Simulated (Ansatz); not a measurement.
# BiAs (model cell, started as zinc blende): relaxing the cell for a phonon run

Wanted: the relaxed cell of BiAs (model cell, started as zinc blende).

Program: Ansatz 0.2.0. Level of theory: DFT PBEsol, scalar-relativistic, plane waves, PAW. Results are calculated unless marked as measured.

The structure was built from a prototype and need not be the compound's stable phase.

## (1) The starting structure

The structure is cubic, space group F-43m (No. 216). The conventional cell has a = 6.686 Å, b = 6.686 Å, c = 6.686 Å, α = 90.00°, β = 90.00°, γ = 90.00°. Nearest to Bi lie 4 As at 2.90 Å. Nearest to As lie 4 Bi at 2.90 Å. Farther neighbours are not listed.

## (2) A coarse first look

A quick single point on a coarse mesh tells whether the cell has a gap and how far it is from rest, which sets the k mesh and smearing that follow.

input.yaml

```yaml
crystal:
  lattice:
    - [0.0, 3.34309, 3.34309]
    - [3.34309, 0.0, 3.34309]
    - [3.34309, 3.34309, 0.0]
  atoms:
    - { symbol: Bi, position: [0.0, 0.0, 0.0] }
    - { symbol: As, position: [0.25, 0.25, 0.25] }
kpoints:
  mp_grid: { grid: [6, 6, 6] }
hamiltonian:
  xc: pbesol
scf:
  occupations: { method: gaussian, width: 0.1 }
output:
  forces: true
  stress: true
  eigenvalues: true
```

Run with:

```console
$ ansatz run input.yaml --threads 4 --pin off --max-ram 7168MiB --backend cpu --events-out ev --progress --plain --runs-dir out
```

Numbers of over 12 decimals in the logs are rounded to 6 here.

What it wrote:

```text
Engine: ansatz 0.2.0, aarch64-unknown-linux-gnu
Pseudopotentials: kind: paw
Pseudopotential: Bi, paw, valence charge 15, recommended cutoff 420 eV (normal), Bi.paw.azcp
Pseudopotential: As, paw, valence charge 15, recommended cutoff 420 eV (normal), As.paw.azcp
Functional definition: PBEsol
  exchange = pbesol_x
  correlation = pbesol_c
Crystal: 2 atoms, lattice volume = 74.726 Å³
[...]
P = ⅓ Tr σ = -1.3649 GPa (-13.649 kbar)
--- Band table (eV; the first three rows and the last of 16) ---
  k-point 0: bands = [... 11 lower, -0.4892, 4.9062, 4.9062, 4.9062, 7.3996, 7.3996, 7.3996, 10.2948]
  k-point 1: bands = [... 11 lower, -1.0524, 4.6285, 4.6285, 4.6634, 7.7860, 7.7958, 7.7958, 11.3708]
  k-point 2: bands = [... 11 lower, -2.1792, 4.1510, 4.2270, 4.2270, 8.3310, 8.3310, 9.2693, 12.1237]
  k-point 15: bands = [... 11 lower, -3.9229, 2.8500, 2.8917, 6.6587, 7.0471, 9.7299, 10.2716, 12.5347]
[key lines of the parts left out:]
SCF converged after 6 iterations
Free energy (F): -17054.436834 eV
Fermi energy:    6.604883 eV
```

Elapsed: 0.88 s, on 4 threads of Arm Neoverse V1, shared host; peak memory 0.35 GiB.

This step gave:

| Property | Result |
| --- | --- |
| pressure | -1.365 GPa |
| volume per atom | 37.36 Å³ |
| gap on the k-mesh | 0 eV |

The coarse mesh shows no gap and a pressure of -1.4 GPa.

## (3) Bringing the structure to rest

The cell and atoms are relaxed, since residual forces and stress would shift the frequencies.

Edit input.yaml of step 2 so:

```diff
@@ -9,3 +9,3 @@
 kpoints:
-  mp_grid: { grid: [6, 6, 6] }
+  mp_grid: { grid: [10, 10, 10] }
 hamiltonian:
@@ -18 +18,6 @@
   eigenvalues: true
+relax:
+  adjacent_minimum: "off"
+  f_tol: 0.005
+  max_steps: 80
+  cell: { stress_tol: 0.05 }
```

What it wrote:

```text
[...]
Crystal: 2 atoms, lattice volume = 74.726 Å³
Basis set: ecut = 420 eV, 1459 PW (Γ), exchange–correlation on 64×64×64 points (8 copies of the dense FFT grid, shifted against one another)
Bands: 19, of which v1, the nominal top of the filled ones, is band 15 counted from 1 (14 counted from 0)
Symmetry: 24 space group operations
[...]
k-points: 47 of 1000 (time reversal used)
[...]
SCF iter   1: F=—  HF=-17054.429306 eV  |F-HF|=—  |Δ(HF+E_count)|=         —  Δρ=1.37e-3  dr2=1.66e-3  ethr=1.77e-3  ⟨swp⟩=5.9  Hψ=4337  notcnv=0
[...]
SCF iter   6: F=-17054.428132 eV  HF=-17054.428132 eV  |F-HF|=6.29e-8  |Δ(HF+E_count)|=   8.54e-7  Δρ=7.61e-6  dr2=7.91e-8  ethr=3.33e-10  ⟨swp⟩=6.9  Hψ=4417  notcnv=0
SCF 1 converged in 6 iterations: F = -17054.428132 eV  dr2 = 7.91e-8
[...]
relax step   1: F+E_penalty+E_count = -17054.42813243 eV  Δ(F+E_penalty+E_count) = +0.000e0 eV  max|allowed force component| = 6.523e-16 eV/Å  Δτ_max = 0.0000 Å  P = -1.520 GPa  Ω = 74.726 Å³  (6 SCF iters, dr2 threshold 1.00e-7 eV, accepted)
Crystal: 2 atoms, lattice volume = 70.642 Å³
Basis set: ecut = 420 eV, 1411 PW (Γ), exchange–correlation on 64×64×64 points (8 copies of the dense FFT grid, shifted against one another)
[...]
iter 1 solved again at ethr=5.04e-6 eV; its pass at ethr=3.10e-3 eV (dr2=1.51e-3 eV) is discarded
[...]
SCF iter   6: F=-17054.439606 eV  HF=-17054.439606 eV  |F-HF|=8.69e-8  |Δ(HF+E_count)|=   2.12e-6  Δρ=9.68e-6  dr2=7.11e-8  ethr=6.67e-10  ⟨swp⟩=6.7  Hψ=4357  notcnv=0
SCF 2 converged in 6 iterations: F = -17054.439606 eV  dr2 = 7.11e-8
relax step   2: F+E_penalty+E_count = -17054.43960560 eV  Δ(F+E_penalty+E_count) = -1.147e-2 eV  max|allowed force component| = 5.019e-16 eV/Å  Δτ_max = 0.0000 Å  P = +0.776 GPa  Ω = 70.642 Å³  energy of the carried Pulay correction = +5.010e-4 eV  (6 SCF iters, dr2 threshold 2.00e-7 eV, accepted)
Crystal: 2 atoms, lattice volume = 71.971 Å³
[...]
SCF iter   5: F=-17054.442399 eV  HF=-17054.442398 eV  |F-HF|=2.62e-7  |Δ(HF+E_count)|=   5.92e-7  Δρ=1.35e-5  dr2=1.35e-7  ethr=6.67e-10  ⟨swp⟩=4.0  Hψ=3809  notcnv=0
SCF 3 converged in 5 iterations: F = -17054.442399 eV  dr2 = 1.35e-7
relax step   3: F+E_penalty+E_count = -17054.44239871 eV  Δ(F+E_penalty+E_count) = -2.793e-3 eV  max|allowed force component| = 5.574e-16 eV/Å  Δτ_max = 0.0000 Å  P = -0.049 GPa  Ω = 71.971 Å³  energy of the carried Pulay correction = +3.348e-4 eV  (5 SCF iters, dr2 threshold 2.00e-7 eV, accepted)
[...]
SCF iter   7: F=-17054.442063 eV  HF=-17054.442063 eV  |F-HF|=0.00e0  |Δ(HF+E_count)|=  3.27e-11  Δρ=4.92e-8  dr2=1.98e-12  ethr=1.00e-12  ⟨swp⟩=6.2  Hψ=4144  notcnv=0
SCF 4 converged in 7 iterations: F = -17054.442063 eV  dr2 = 1.98e-12
relax step   4: F+E_penalty+E_count = -17054.44206260 eV  Δ(F+E_penalty+E_count) = +3.361e-4 eV  max|allowed force component| = 4.834e-16 eV/Å  Δτ_max = 0.0000 Å  P = -0.049 GPa  Ω = 71.971 Å³  stress off target by 4.88e-2 GPa  SCF on the basis re-selected at this cell (its energy is not comparable with the rows above)  (7 SCF iters)
basis re-selected at this cell: Δ(F+E_penalty+E_count) = +3.361e-4 eV, ΔP = +0.001 GPa vs the last step (what re-selecting the basis moved, of the pressure what is left beyond the Pulay correction that the steps carried, after the strain that the cell walked since its last selection, with what the two solves' SCF thresholds leave and, on support functions, any second-order correction that the steps lacked; it is no m [...]
SCF converged after 7 iterations
Free energy (F): -17054.442063 eV
[...]
Internal energy: -17054.437045 eV  (E = F + TS)
E sigma→0 (E₀):  -17054.439554 eV
Entropy (-TS):   -0.005018 eV (-2.509 meV/atom)
Fermi energy:    6.865305 eV
[...]
--- Stress (GPa, compression-positive) ---
       -0.048836      -0.000000      -0.000000
       -0.000000      -0.048836       0.000000
       -0.000000       0.000000      -0.048836
  P = ⅓ Tr σ = -0.0488 GPa (-0.488 kbar)
--- Band table (eV; the first three rows and the last of 47) ---
  k-point 0: bands = [... 11 lower, 0.1081, 5.2845, 5.2845, 5.2845, 7.8336, 7.8336, 7.8336, 10.7433]
  k-point 1: bands = [... 11 lower, -0.1355, 5.1626, 5.1626, 5.2058, 7.9453, 8.0054, 8.0054, 11.2218]
  k-point 2: bands = [... 11 lower, -0.7487, 4.8999, 4.8999, 4.9455, 8.3786, 8.3786, 8.4845, 12.1618]
  k-point 46: bands = [... 11 lower, -3.6025, 3.0736, 3.1252, 7.3091, 7.8496, 9.8351, 10.5647, 13.1129]
--- Relaxed structure (3 steps of the walk, 3 accepted, 1 SCFs on fresh bases) ---
  F+E_penalty+E_count = -17054.44206260 eV   max|allowed force component| = 4.834e-16 eV/Å   (the final SCF, on the basis selected at the relaxed cell)
  cell:  # Å, volume = 71.9715 Å³
    - [0, 3.301491, 3.301491]
    - [3.301491, 0, 3.301491]
    - [3.301491, 3.301491, 0]
  atoms:
    - { symbol: Bi, position: [0, 0, 0] }
    - { symbol: As, position: [0.25, 0.25, 0.25] }
```

Elapsed: 8.6 s, on 4 threads; peak memory 0.45 GiB.

Step by step:

```tsv
step	energy less that of the first step (eV)	largest force component (eV/Å)	pressure (GPa)	volume (Å³)
1	0.0000	0.0000	-1.52	74.73
2	-0.0115	0.0000	0.78	70.64
3	-0.0143	0.0000	-0.05	71.97
4*	-0.0139	0.0000	-0.05	71.97
```

Relaxation steps marked * repeat the geometry before them on a plane-wave basis chosen anew for their cell, so energy and pressure can jump there.

The run keeps the 24 symmetry operations that it works with, so distortions that break them were not tested.

```tsv
conventional cell, symmetrised	before	after	change
a (Å)	6.686	6.603	-1.2 %
b (Å)	6.686	6.603	-1.2 %
c (Å)	6.686	6.603	-1.2 %
volume (Å³/atom)	37.36	35.99	-3.7 %
```

The relaxed structure:

```
Bi As
1.0
     0.00000    3.30149    3.30149
     3.30149    0.00000    3.30149
     3.30149    3.30149    0.00000
Bi As
1 1
Direct
  0.00000 0.00000 0.00000
  0.25000 0.25000 0.25000
```

This step gave:

```yaml
pressure: -0.04884 GPa
volume_per_atom: 35.99 Å³
```

In this step the volume went from 37.36 to 35.99 Å³/atom.

## (4) Relaxing to small forces for the phonons

Phonons need a cell at rest on their own settings, so the relaxation is repeated with tight tolerances on forces and stress, using the mesh and the filling of the phonon run that follows.

input.yaml

```yaml
crystal:
  lattice:
    - [0.0, 3.3014912644, 3.3014912644]
    - [3.3014912644, 0.0, 3.3014912644]
    - [3.3014912644, 3.3014912644, 0.0]
  atoms:
    - { symbol: Bi, position: [0.0, 0.0, 0.0] }
    - { symbol: As, position: [0.25, 0.25, 0.25] }
kpoints:
  mp_grid: { grid: [12, 12, 12] }
hamiltonian:
  xc: pbesol
scf:
  occupations: { method: methfessel_paxton, width: 0.15 }
output:
  forces: true
  stress: true
  eigenvalues: true
relax:
  adjacent_minimum: "off"
  f_tol: 0.001
  max_steps: 60
  cell: { stress_tol: 0.01 }
```

What it wrote:

```text
[...]
Crystal: 2 atoms, lattice volume = 71.971 Å³
Basis set: ecut = 420 eV, 1411 PW (Γ), exchange–correlation on 64×64×64 points (8 copies of the dense FFT grid, shifted against one another)
Bands: 19, of which v1, the nominal top of the filled ones, is band 15 counted from 1 (14 counted from 0)
[... 1 set-up line as in the run before ...]
[...]
k-points: 72 of 1728 (time reversal used)
[...]
k-point 71: bands = [... 11 lower, -3.5899, 3.0564, 3.1118, 7.4594, 8.1725, 9.5225, 10.4422, 13.1510]
--- Relaxed structure (3 steps of the walk, 3 accepted, 1 SCFs on fresh bases) ---
[...]
cell:  # Å, volume = 71.8218 Å³
    - [0, 3.299201, 3.299201]
    - [3.299201, 0, 3.299201]
    - [3.299201, 3.299201, 0]
  atoms:
    - { symbol: Bi, position: [0, 0, 0] }
    - { symbol: As, position: [0.250000, 0.250000, 0.250000] }
[key lines of the parts left out:]
SCF converged after 6 iterations
Free energy (F): -17054.445857 eV
Fermi energy:    6.855240 eV
P = ⅓ Tr σ = 0.0000 GPa (0.000 kbar)
```

Elapsed: 12 s, on 4 threads; peak memory 0.47 GiB.

Little changed from the start: no atom moved by 0.005 Å and no cell edge by 0.1 %.

Numbers from this step:

```
pressure        : 1.88e-5 GPa
volume per atom : 35.91 Å³
```

The forces vanish by symmetry and the pressure is 0.000 GPa, within the tolerances set. The cell now holds 35.91 Å³/atom.

## (5) Summary of results

```
space group after relaxation (within 0.01 Å) : F-43m
lattice constant a                           : 6.598 Å
lattice constant b                           : 6.598 Å
lattice constant c                           : 6.598 Å
volume per atom                              : 35.9 Å³
```

In words: The forces vanish by symmetry and the pressure is 0.000 GPa, within the tolerances set. The cell now holds 35.91 Å³/atom. The relaxation keeps the symmetry of its start, so it says nothing on stability against lower symmetry. Spin-orbit coupling is left out, which can matter for the heavy elements here. The starting cell was built on a prototype and not taken from a measurement, so the phase need not exist.

[Logs are printed without paths, hosts, clocks, repeated set-up lines and the standing remarks that a program may print on its own settings, such as how far it seeks lower states.]

[Hosts, paths, dates, database ids (printed as entryN), source tags and the programs' standing remarks are cut or masked in the printed files.]
